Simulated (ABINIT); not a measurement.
# A GW chain in ABINIT: AgCl (Fm-3m), part 2 of 2

Aim: the G0W0 gap of AgCl (Fm-3m) on PBE, step by step.

ABINIT 10.8.3; PBE and many-body steps on it, plane waves. Known limits of the many-body steps: not at the basis limit; d shell near the gap, gap tends to lie low; no spin-orbit coupling; coarse k mesh.

So far. Step 2 (Ground state): The gap is indirect, with the least direct gap 2.32 eV higher. Step 3 (Bands along the symmetry lines): The gap is 0.913 eV, as in the run before at this level.

### Step 4. Empty states on the mesh, 4×4×4 mesh, 132 bands

Level of this step: DFT, PBE, plane waves, norm-conserving pseudopotentials (ABINIT).

The sums over transitions need many empty states on a uniform mesh; this step solves for them.

run.abi

```
acell 3*1.0 Angstrom
rprim 
  0.000000000000 2.772662996800 2.772662996800
  2.772662996800 0.000000000000 2.772662996800
  2.772662996800 2.772662996800 0.000000000000
ntypat 2
znucl 47 17
natom 2
typat 1 2
xred 
  0.000000000000 0.000000000000 0.000000000000
  0.500000000000 0.500000000000 0.500000000000
pp_dirpath "pseudos"
pseudos "Ag.upf, Cl.upf"
ecut 37
ngkpt 4 4 4
nshiftk 1
shiftk 0 0 0
kptopt 1
chksymbreak 0
irdden 1
istwfk *1
nband 132
prtvol 0
optdriver 6
gwr_task "HDIAGO"
paral_kgb 0
occopt 1
indata_prefix "in"
outdata_prefix "out"
tmpdata_prefix "tmp"
```

On the command line:

```sh
> OMP_NUM_THREADS=1 mpirun -n 8 abinit run.abi > log
```

Numbers of over 12 decimals in the logs are rounded to 6 here.

The log of the run:

```text
[banner, memory and clock lines left out]
.Version 10.8.3 of ABINIT. v10.8.2 released Aug 2026.

 Symmetries : space group Fm -3 m (#225); Bravais cF (face-center cubic)
[... echo of the input left out ...]
== DATASET  1 ==================================================================
-   mpi_nproc: 8, omp_nthreads: 1 (-1 if OMP is not activated)

--- !DatasetInfo
iteration_state: {dtset: 1, }
dimensions: {natom: 2, nkpt: 8, mband: 132, nsppol: 1, nspinor: 1, nspden: 1, mpw: 3119, }
cutoff_energies: {ecut:  37.0, pawecutdg:  -1.0, }
electrons: {nelect:   2.60000000E+01, charge:   0.00000000E+00, occopt:   1.00000000E+00, tsmear:   1.00000000E-02, }

.Using double precision arithmetic; gwpc =  8

- Reading GS density from: in_DEN

--- Pseudopotential description ------------------------------------------------
- Ag Generated using ONCVPSP code by D. R. Hamann
- 47.00000  19.00000  171031                  znucl, zion, pspdat
12 -101130 2 -1 1538                          pspcod,pspxc,lmax,lloc,mmax
     nproj     2     2     2
  pspatm : epsatm=   27.55768671
         --- l  ekb(1:nproj) -->
             0    9.557566   -0.414742
             1    3.443234   -0.133519
             2   -1.597169   -0.391124
 pspatm: atomic psp has been read  and splines computed

- Cl Generated using ONCVPSP code by D. R. Hamann
- 17.00000   7.00000  171031                  znucl, zion, pspdat
12 -101130 2 -1 1028                          pspcod,pspxc,lmax,lloc,mmax
     nproj     2     2     2
  pspatm : epsatm=    9.12776517
         --- l  ekb(1:nproj) -->
             0    8.139296    0.698720
             1    3.821713    1.107519
             2   -2.938609   -0.805455
 pspatm: atomic psp has been read  and splines computed

   9.53821749E+02                                ecore*ucvol(ha*bohr**3)

 Total charge density [el/Bohr^3]
)     Maximum=    2.1539E+00  at reduced coord.    0.0667    0.9333    0.9333
)     Minimum=    2.8621E-03  at reduced coord.    0.2444    0.2444    0.2444
   Integrated=    2.6000E+01

 === KS gaps after direct diagonalization ===
 Indirect band gap semiconductor
 Fundamental gap:     0.913 (eV)
   VBM:     4.678 (eV) at k: [ 5.0000E-01,  0.0000E+00,  0.0000E+00]
   CBM:     5.591 (eV) at k: [ 0.0000E+00,  0.0000E+00,  0.0000E+00]
 Direct gap:         3.230 (eV) at k: [ 0.0000E+00,  0.0000E+00,  0.0000E+00]

== END DATASET(S) ==============================================================

 -outvars: echo values of variables after computation  --------
           etotal      0.0000000000E+00
            nband         132
             nkpt           8
          spgroup         225
 [... the other variables as echoed above ...]

 Calculation completed.
```

It took 27 s on 8 MPI ranks of Arm Neoverse V1, shared host; peak memory 4.6 GiB.

This step gave:

* gap: 0.9128 eV
* k of the valence top: 0.5, 0, 0
* k of the conduction bottom: 0, 0, 0
* least direct gap: 3.230 eV
* k points computed: 8
* lowest point of the top converged band, above the valence top: 100.4976 eV

On this mesh the gap is 0.913 eV.

### Step 5. Screening, 4×4×4 mesh, 124 bands, screening to 163.3 eV

The RPA dielectric matrix is built and inverted for each q.

This step: RPA screening on PBE, plane waves, norm-conserving pseudopotentials.

run.abi: that of step 4 with these lines changed.

```diff
@@ -20,10 +20,11 @@
 chksymbreak 0
-irdden 1
 istwfk *1
-nband 132
-prtvol 0
-optdriver 6
-gwr_task "HDIAGO"
-paral_kgb 0
 occopt 1
+irdwfk 1
+optdriver 3
+nband 124
+ecuteps 6
+inclvkb 2
+awtr 1
+symchi 1
 indata_prefix "in"
```

The log of the run:

```text
.Version 10.8.3 of ABINIT. v10.8.2 released Aug 2026.

 Symmetries : space group Fm -3 m (#225); Bravais cF (face-center cubic)
[... echo of the input left out ...]
== DATASET  1 ==================================================================
-   mpi_nproc: 8, omp_nthreads: 1 (-1 if OMP is not activated)

--- !DatasetInfo
iteration_state: {dtset: 1, }
dimensions: {natom: 2, nkpt: 8, mband: 124, nsppol: 1, nspinor: 1, nspden: 1, mpw: 3119, }
cutoff_energies: {ecut:  37.0, pawecutdg:  -1.0, }
electrons: {nelect:   2.60000000E+01, charge:   0.00000000E+00, occopt:   1.00000000E+00, tsmear:   1.00000000E-02, }

 SCREENING: Calculation of the susceptibility and dielectric matrices

 Based on a program developped by R.W. Godby, V. Olevano, G. Onida, and L. Reining.
 Incorporated in ABINIT by V. Olevano, G.-M. Rignanese, and M. Torrent.
.Using double precision arithmetic ; gwpc =  8

[... cell and pseudopotentials left out ...]
--------------------------------------------------------------------------------

 ==== K-mesh for the wavefunctions ====
 Number of points in the irreducible wedge :     8
[... list of points left out ...]
 Together with 48 symmetry operations and time-reversal symmetry
 yields    64 points in the full Brillouin Zone.

 ==== Q-mesh for the screening function ====
 Number of points in the irreducible wedge :     8
[... list of points left out ...]
 Together with 48 symmetry operations and time-reversal symmetry
 yields    64 points in the full Brillouin Zone.

 setmesh: FFT mesh size selected  =    30x   30x   30
          total number of points  =        27000

 vcoul_init : cutoff-mode = AUXILIARY_FUNCTION
 q-points for optical limit:   1
     1)      0.000010    0.000020    0.000030

- screening: taking advantage of time-reversal symmetry
- Maximum band index for partially occupied states nbvw = 13
- Remaining bands to be divided among processors   nbcw = 111
- Number of bands treated by each node ~13

 Number of electrons calculated from density =   26.0000; Expected =   26.0000
 average of density, n =  0.090376
 r_s =    1.3824
 omega_plasma =   28.9990 [eV]

 calculating chi0 at frequencies [eV] :
  1    0.000000E+00    0.000000E+00
  2    0.000000E+00    2.899902E+01

--------------------------------------------------------------------------------
  q-point number  1        q = ( 0.000000, 0.000000, 0.000000) [r.l.u.]
--------------------------------------------------------------------------------
[... chi0 elements left out ...]
 For q-point:  0.000010 0.000020 0.000030
  dielectric constant =   5.2827
  dielectric constant without local fields =   5.7404

  Average fulfillment of the sum rule on Im[epsilon] for q-point    1 :     71.14  [%]
[... wings left out ...]
  q-point number  2        q = ( 0.250000, 0.000000, 0.000000) [r.l.u.]
--------------------------------------------------------------------------------
[... chi0 elements left out ...]
  Average fulfillment of the sum rule on Im[epsilon] for q-point    2 :     82.18  [%]

 [... 6 further q-points ...]
```

It took 19 s on 8 MPI ranks; peak memory 1.5 GiB; 2.6 min of CPU time.

This step gave:

```
ε∞ with local fields, on this mesh, along the program's q direction : 5.283
the same without local fields                                       : 5.740
plasma frequency                                                    : 29.00 eV
plane waves in the screening matrix                                 : 181
```

Local fields lower ε∞ by 8 %. On a Γ-centred mesh this coarse the value itself is usually too large, while a short band sum pulls it down.

### Step 6. Self-energy, 4×4×4 mesh, 124 bands, screening to 163.3 eV

The self-energy is evaluated for the states that the input lists, and the levels follow from it, in one-shot runs by the linearised quasiparticle equation.

This step: G0W0 on PBE, plane waves, norm-conserving pseudopotentials.

run.abi: that of step 5 with these lines changed.

```diff
@@ -23,8 +23,17 @@
 irdwfk 1
-optdriver 3
+optdriver 4
 nband 124
+gwcalctyp 0
+ecutsigx 37
+symsigma 1
+nkptgw 2
+kptgw 
+  0.5000000000 0.0000000000 0.0000000000
+  0.0000000000 0.0000000000 0.0000000000
+bdgw 
+  12 15
+  11 17
 ecuteps 6
-inclvkb 2
-awtr 1
-symchi 1
+irdscr 1
+ppmodel 1
 indata_prefix "in"
```

The log of the run:

```text
.Version 10.8.3 of ABINIT. v10.8.2 released Aug 2026.

 Symmetries : space group Fm -3 m (#225); Bravais cF (face-center cubic)
[... echo of the input left out ...]
== DATASET  1 ==================================================================
-   mpi_nproc: 8, omp_nthreads: 1 (-1 if OMP is not activated)

--- !DatasetInfo
iteration_state: {dtset: 1, }
dimensions: {natom: 2, nkpt: 8, mband: 124, nsppol: 1, nspinor: 1, nspden: 1, mpw: 3119, }
cutoff_energies: {ecut:  37.0, pawecutdg:  -1.0, }
electrons: {nelect:   2.60000000E+01, charge:   0.00000000E+00, occopt:   1.00000000E+00, tsmear:   1.00000000E-02, }

 SIGMA: Calculation of the GW corrections

 Based on a program developped by R.W. Godby, V. Olevano, G. Onida, and L. Reining.
 Incorporated in ABINIT by V. Olevano, G.-M. Rignanese, and M. Torrent.
.Using double precision arithmetic ; gwpc =  8

[... cell and pseudopotentials left out ...]
--------------------------------------------------------------------------------

 ==== K-mesh for the wavefunctions ====
 Number of points in the irreducible wedge :     8
[... list of points left out ...]
 Together with 48 symmetry operations and time-reversal symmetry
 yields    64 points in the full Brillouin Zone.

 ==== Q-mesh for screening function ====
 Number of points in the irreducible wedge :     8
[... list of points left out ...]
 Together with 48 symmetry operations and time-reversal symmetry
 yields    64 points in the full Brillouin Zone.

 vcoul_init : cutoff-mode = AUXILIARY_FUNCTION
 q-points for optical limit:   1
     1)      0.000010    0.000020    0.000030
 setmesh: FFT mesh size selected  =    45x   45x   45
          total number of points  =        91125

 Number of electrons calculated from density =   26.0000; Expected =   26.0000
 average of density, n =  0.090376
 r_s =    1.3824
 omega_plasma =   28.9990 [eV]

 === KS Band Gaps ===
  >>>> For spin  1
   Minimum direct gap =   3.2296 [eV], located at k-point      :   0.0000  0.0000  0.0000
   Fundamental gap    =   0.9128 [eV], Top of valence bands at :   0.5000  0.0000  0.0000
                                       Bottom of conduction at :   0.0000  0.0000  0.0000
 SIGMA fundamental parameters:
 PLASMON POLE MODEL  1
 number of plane-waves for SigmaX                 3119
 number of plane-waves for SigmaC and W            181
 number of plane-waves for wavefunctions          3119
 number of bands                                   124
 number of independent spin polarizations            1
 number of spinorial components                      1
 number of k-points in IBZ                           8
 number of q-points in IBZ                           8
 number of symmetry operations                      48
 number of k-points in BZ                           64
 number of q-points in BZ                           64
 number of frequencies for dSigma/dE                 9
 frequency step for dSigma/dE [eV]                0.25
 number of omega for Sigma on real axis              0
 max omega for Sigma on real axis  [eV]           0.00
 zcut for avoiding poles [eV]                     0.10

 EPSILON^-1 parameters (SCR file):
 dimension of the eps^-1 matrix on file            181
 dimension of the eps^-1 matrix used               181
 number of plane-waves for wavefunctions          3119
 number of bands                                   124
 number of q-points in IBZ                           8
 number of frequencies                               2
 number of real frequencies                          1
 number of imag frequencies                          1

 matrix elements of self-energy operator (all in [eV])

 Perturbative Calculation

--- !SelfEnergy_ee
iteration_state: {dtset: 1, }
kpoint     : [   0.500,    0.000,    0.000, ]
spin       : 1
KS_gap     :    4.239
QP_gap     :    5.330
Delta_QP_KS:    1.091
data: !SigmaeeData |
     Band     E0 <VxcDFT>   SigX SigC(E0)      Z dSigC/dE  Sig(E)    E-E0       E
       12   4.678 -21.528 -26.456   3.795   0.798  -0.253 -22.433  -0.905   3.774
       13   4.678 -21.528 -26.456   3.795   0.798  -0.253 -22.433  -0.905   3.774
       14   8.917  -9.095  -4.868  -4.004   0.837  -0.195  -8.908   0.186   9.104
       15  11.220 -13.713  -7.715  -5.056   0.804  -0.244 -12.955   0.757  11.977

--- !SelfEnergy_ee
iteration_state: {dtset: 1, }
kpoint     : [   0.000,    0.000,    0.000, ]
spin       : 1
KS_gap     :    3.230
QP_gap     :    4.673
Delta_QP_KS:    1.444
data: !SigmaeeData |
     Band     E0 <VxcDFT>   SigX SigC(E0)      Z dSigC/dE  Sig(E)    E-E0       E
       11   2.361 -14.534 -18.755   2.792   0.792  -0.263 -15.666  -1.132   1.229
       12   2.361 -14.534 -18.755   2.792   0.792  -0.263 -15.666  -1.132   1.229
       13   2.361 -14.534 -18.755   2.792   0.792  -0.263 -15.666  -1.132   1.229
       14   5.591 -10.854  -6.572  -3.907   0.830  -0.204 -10.543   0.312   5.903
       15  15.379 -12.290  -6.936  -4.475   0.823  -0.216 -11.567   0.723  16.102
       16  15.379 -12.290  -6.936  -4.475   0.823  -0.216 -11.567   0.723  16.102
       17  15.379 -12.290  -6.936  -4.475   0.823  -0.216 -11.567   0.723  16.102

== END DATASET(S) ==============================================================
================================================================================

 -outvars: echo values of variables after computation  --------
           etotal      0.0000000000E+00
            nband         124
             nkpt           8
          spgroup         225
 [... the other variables as echoed above ...]

 Calculation completed.
```

Run time: 6.2 s. Hardware: 8 MPI ranks; peak memory 1.3 GiB; 49 s of CPU time.

Numbers from this step:

- G0W0 gap on the points computed: 2.129 eV
- starting gap on the mesh: 0.9128 eV
- k of the valence top: 0.5, 0, 0
- k of the conduction bottom: 0, 0, 0
- Z at the valence top: 0.798
- Z at the conduction bottom: 0.83
- least direct G0W0 gap on the computed points: 4.674 eV

The gap on the mesh goes from 0.91 eV to 2.13 eV, a correction of +1.22 eV.

Limits: finite bands, cutoff and mesh; d shell near the gap, gap tends to lie low; no spin-orbit coupling; coarse k mesh. v1 is the top filled band, c1 the lowest empty one. Levels before and after the correction, in eV, zero at the valence-band top of each column:

```tsv
	conduction bottom	valence top
Kohn-Sham	0.91	0.00
G0W0	2.13	0.00
```

```tsv
	level	energy (eV)
Kohn-Sham	(0.5 0 0) v2-v1	0.000
Kohn-Sham	(0.5 0 0) c1	4.239
Kohn-Sham	(0.5 0 0) c2	6.542
Kohn-Sham	Γ v3-v1	-2.317
Kohn-Sham	Γ c1	0.913
Kohn-Sham	Γ c2-c4	10.700
G0W0	(0.5 0 0) v2-v1	0.000
G0W0	(0.5 0 0) c1	5.330
G0W0	(0.5 0 0) c2	8.203
G0W0	Γ v3-v1	-2.545
G0W0	Γ c1	2.129
G0W0	Γ c2-c4	12.328
```

### Step 7. Where the time went

Times are wall times on 8 MPI ranks of Arm Neoverse V1, shared host, good to a factor of about two.

```tsv
step	time	share	memory (GiB)
ground state	7.8 s	11 %	0.6
bands along the symmetry lines	11 s	16 %	0.53
empty states on the mesh	27 s	38 %	4.6
screening	19 s	27 %	1.5
self-energy	6.2 s	9 %	1.3
```

### Step 8. Results

```json
{
  "PBE gap": "0.91 eV, indirect",
  "G0W0 gap on the mesh": "2.13 eV",
  "GW settings": "4×4×4 mesh, 124 bands, screening to 163.3 eV, Godby-Needs plasmon pole",
  "known limits": "not at the basis limit; d shell near the gap, gap tends to lie low; no spin-orbit coupling; coarse k mesh"
}
```

What this shows: G0W0 moves the gap on the mesh from 0.91 eV to 2.13 eV (+1.22 eV), with Z of 0.80 and 0.83 at the edges. Local fields lower the RPA ε∞ on this mesh from 5.74 to 5.28; a Γ-centred mesh this coarse tends to raise both, most where the direct gap is narrow, while a short band sum lowers them. Only 2 of the mesh's irreducible points were corrected, so a valley elsewhere could overtake. Bands and cutoff are finite, so the gap is not at the basis limit. The miss can reach some tenths of an eV and take either sign; the mesh is an error of its own. In the G0W0 run levels were corrected at 2 k points alone, so a gap called «on the mesh» is the least over those, and an edge elsewhere would be missed. The 4×4×4 mesh is coarse for this cell, which bears on the long-range parts of exchange and screening. A d shell, filled or nearly so, lies near the gap. One-shot GW converges very slowly in bands there, not always from below, and on a semilocal start the gap tends to come out low; starts rich in exact exchange can overshoot instead. The many-body steps are scalar-relativistic: spin-orbit coupling is not in them.

[Paths, hosts, dates, memory and timing lines, banners, echoed tables and standing remarks are left out of the program output.]

[Logs are printed without paths, hosts, clocks, repeated set-up lines and the standing remarks that a program may print on its own settings, such as how far it seeks lower states.]

[Runs of the session that timed out or met a known fault of the program may be left out.]

[Hosts, paths, dates, database ids (printed as entryN), source tags and the programs' standing remarks are cut or masked in the printed files.]

[G0W0 gaps are taken among the corrected bands and points alone; a level outside them can change the order at an edge.]

[Where Ansatz stands beside ABINIT at settings called matched, ABINIT's density can come from a denser mesh and the files from another edition; pairs whose starting gaps differed by over 0.03 eV were left out, so agreement reads better than it is.]
